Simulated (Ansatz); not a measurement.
# TiC (model cell, started as CsCl type): following an unstable mode, part 3 of 3

Wanted: the energy along a soft mode of TiC (model cell, started as CsCl type) and the structure at the end.

Ansatz 0.2.0; DFT PBEsol, scalar-relativistic, plane waves, PAW.

So far. Step 5 (Energy along the mode, all amplitudes (two of the runs …): The lowest of the steps tried is at 0.45 Å, 253 meV/atom below the parent; the bottom of the well need not coincide with a step. Step 7 (The new phase in its own primitive cell): The largest force component left is 6.4e-4 meV/Å and the pressure is 0.000 GPa, within the tolerances set. The cell now holds 10.36 Å³/atom. The relaxed cell has a, b, c = 5.349, 2.871, 2.697 Å (conventional setting).

The structure was built from a prototype and need not be the compound's stable phase.

### 8. Modes of the new phase, k-mesh 8×12×14

A relaxed structure may still be a saddle point, so its zone-centre modes are computed. No field response is asked, since the mesh shows no gap.

The input, input.yaml:

```yaml
crystal:
  lattice:
    - [5.3492281548, 0.0, 0.0]
    - [0.0, 2.8712783301, 0.0]
    - [0.0, 0.0, 2.6971463119]
  atoms:
    - { symbol: Ti, position: [0.75, 0.0, 0.7776447538] }
    - { symbol: Ti, position: [0.25, 0.0, 0.2223552462] }
    - { symbol: C, position: [0.5, 0.5, 0.5] }
    - { symbol: C, position: [0.0, 0.5, 0.5] }
kpoints:
  mp_grid: { grid: [8, 12, 14] }
hamiltonian:
  xc: pbesol
scf:
  occupations: { method: methfessel_paxton, width: 0.15 }
output:
  eigenvalues: true
phonons:
  method: dfpt
```

The run is started by

```
> ansatz run input.yaml --threads 4 --pin off --max-ram 7168MiB --backend cpu --events-out ev --progress --plain --runs-dir out
```

Numbers of over 12 decimals in the logs are rounded to 6 here.

What it wrote:

```text
zone centre: on kpoints.mp_grid the ground state, and the responses unless they are solved on pairs of k-points, stand on 406 of the mesh's 1344 k-points, reduced under 2 symmetry operations, with k and −k counted as one. Each operation leaves every solved displacement unchanged or reverses it
[...]
Crystal: 4 atoms, lattice volume = 41.426 Å³
Basis set: ecut = 420 eV, 805 PW (Γ), exchange–correlation on 72×40×40 points (8 copies of the dense FFT grid, shifted against one another)
Bands: 20, of which v1, the nominal top of the filled ones, is band 16 counted from 1 (15 counted from 0)
Symmetry: 8 space group operations
k-points: 406 of 1344 (irreducible under 2 space group operations, time reversal used)
[...]
SCF iter   1: F=—  HF=-5441.572524 eV  |F-HF|=—  |Δ(HF+E_count)|=         —  Δρ=1.47e-2  dr2=8.99e-2  ethr=1.77e-3  ⟨swp⟩=4.1  Hψ=31329  notcnv=0
[...]
SCF iter  10: F=-5441.546599 eV  HF=-5441.546599 eV  |F-HF|=0.00e0  |Δ(HF+E_count)|=  3.64e-12  S|Δr|=    0.00e0  Δρ=4.15e-8  dr2=6.63e-13  ethr=1.00e-12  ⟨swp⟩=4.2  Hψ=29691  notcnv=0
[...]
SCF 1 converged in 10 iterations: F = -5441.546599 eV  dr2 = 6.63e-13
[...]
DFPT response loops at Γ: preconditioner auto → Kerker (q_TF=auto, 2.613 Å⁻¹) (partly filled bands, converged f_vac=0.000); β = 1.00, the filter's whole step (`scf.mixing.beta` (0.50) is not read by the response loops under this deck's `scf.mixing.preconditioner`; to damp them name `kerker` or `kerker_dos`, under which they read `scf.mixing.beta`, and type it under 1.00, their step now; both keys bind the ground state too); Broyden in place of MSR1
SCF converged after 10 iterations
[...]
Free energy (F): -5441.546599 eV
[...]
Internal energy: -5441.547399 eV  (E = F + TS)
E sigma→0 (E₀):  -5441.546799 eV
Entropy (-TS):   0.000800 eV (0.200 meV/atom)
Fermi energy:    14.800190 eV
[...]
--- Band table (eV; the first three rows and the last of 406) ---
  k-point 0: bands = [... 12 lower, 12.1117, 13.0172, 14.3367, 14.6882, 15.7355, 16.1059, 17.0358, 17.3470]
  k-point 1: bands = [... 12 lower, 12.1649, 13.0879, 14.4567, 14.6102, 15.2597, 15.7770, 17.3311, 17.6617]
  k-point 2: bands = [... 12 lower, 12.3204, 13.2763, 14.1430, 14.4013, 14.8127, 15.6295, 17.2794, 17.4475]
  k-point 405: bands = [... 12 lower, 10.8043, 10.8043, 11.9721, 11.9721, 16.2654, 16.2654, 18.1292, 18.1292]
--- Phonons (Γ-DFPT): 6 representative perturbations + reference, on 406 of 1344 k-points (Σ response iterations 18) ---
  k mesh reduced under 2 symmetry operations, with k and −k counted as one. Each operation leaves every solved displacement unchanged or reverses it
  ASR residual: 1.042e-5 → 0.000e0 eV/Å²; symmetrization residual: 4.226e-7 eV/Å²
  ASR residual per site (eV/Å²): 1.04e-5 1.04e-5 3.95e-6 3.95e-6
  Γ frequencies (cm⁻¹): -98.39 0.00 0.00 0.00 183.36 238.32 359.51 416.10 484.15 491.32 546.05 732.31
  non-analytic LO–TO correction: not included (Born effective charges unavailable; polar crystals: no LO–TO splitting at Γ)
```

Elapsed: 58 s, on 4 threads of Arm Neoverse V1, shared host; peak memory 1.4 GiB.

Numbers from this step:

```yaml
sum_rule_residual_before_enforcement: 1.04e-5 eV/Å²
point_group: mmm
highest_optical_mode_at_the_zone_centre_no_lo_to_term: 732.3 cm⁻¹
lowest_optical_zone_centre_mode: -98.39 cm⁻¹
```

Patterns of degenerate modes are one choice out of their space. The modes at Γ (shares of kinetic energy by element, %) (negative means imaginary):

```
mode  frequency (cm⁻¹)  symmetry  Ti %  C %
   1             -98.4       B3u     6   94
   2               0.0  acoustic    80   20
   3               0.0  acoustic    80   20
   4               0.0  acoustic    80   20
   5             183.4       B3g   100    0
   6             238.3        Ag   100    0
   7             359.5       B1u    15   85
   8             416.1       B2g   100    0
   9             484.1        Au     0  100
  10             491.3       B3u    14   86
  11             546.0       B2u    20   80
  12             732.3       B1u     5   95
```

Displacements in mode 1 (-98.4 cm⁻¹), the largest set to 1:
```
Ti1  0.15  0.00  0.00
Ti2  0.15  0.00  0.00
C3  -0.61  0.00  1.00
C4  -0.61  0.00 -1.00
```

Displacements in mode 10 (491.3 cm⁻¹), the largest set to 1:
```
Ti1 -0.25  0.00  0.00
Ti2 -0.25  0.00  0.00
C3   1.00  0.00  0.76
C4   1.00  0.00 -0.76
```

Before it was imposed, the acoustic sum rule was missed by 1.0e-5 eV/Å². Small misses are needed for a sound result but don't prove that mesh and cutoff are converged. The lowest optical mode is imaginary, 98.4i cm⁻¹, so the energy falls along it.

### 9. What came out

```
unstable mode of the parent                                                      : q = (0, 0, -0.5), 334i cm⁻¹
depth at the lowest point sampled                                                : 253 meV/atom
largest atomic shift at that point                                               : 0.45 Å
space group reached (within 0.01 Å)                                              : Pmma
energy gained over the parent (first relaxation, on the mesh of the frozen mode) : 347 meV/atom
volume per atom, phase reached                                                   : 10.4 Å³
lowest optical zone-centre mode, phase reached                                   : -98.4 cm⁻¹
highest optical mode at the zone centre (no LO-TO term), phase reached           : 732 cm⁻¹
```

In words: Along this mode the structure falls into Pmma, 347 meV/atom below the parent. At the parent's cell the well is 253.4 meV/atom deep on the steps tried, with its lowest point at a shift of 0.45 Å. Relaxing atoms and cell changes the gain by +93.64 meV/atom against the lowest step (energies at zero smearing). The new phase still has an imaginary mode at the zone centre of its cell, so it is a saddle point on the way to a lower structure. Of the 4 patterns followed to their end from this parent, this one ends 693 meV/atom above the lowest, P6_3/mmc. Each path keeps the symmetry of its pattern, so a lower phase may lie along a pattern not tried. With no gap, or one that is small against the smearing, the frequencies hang on the k mesh and the smearing, most of all near Kohn anomalies. The starting cell was built on a prototype and not taken from a measurement, so the phase need not exist.

[Logs are printed without paths, hosts, clocks, repeated set-up lines and the standing remarks that a program may print on its own settings, such as how far it seeks lower states.]

[Hosts, paths, dates, database ids (printed as entryN), source tags and the programs' standing remarks are cut or masked in the printed files.]
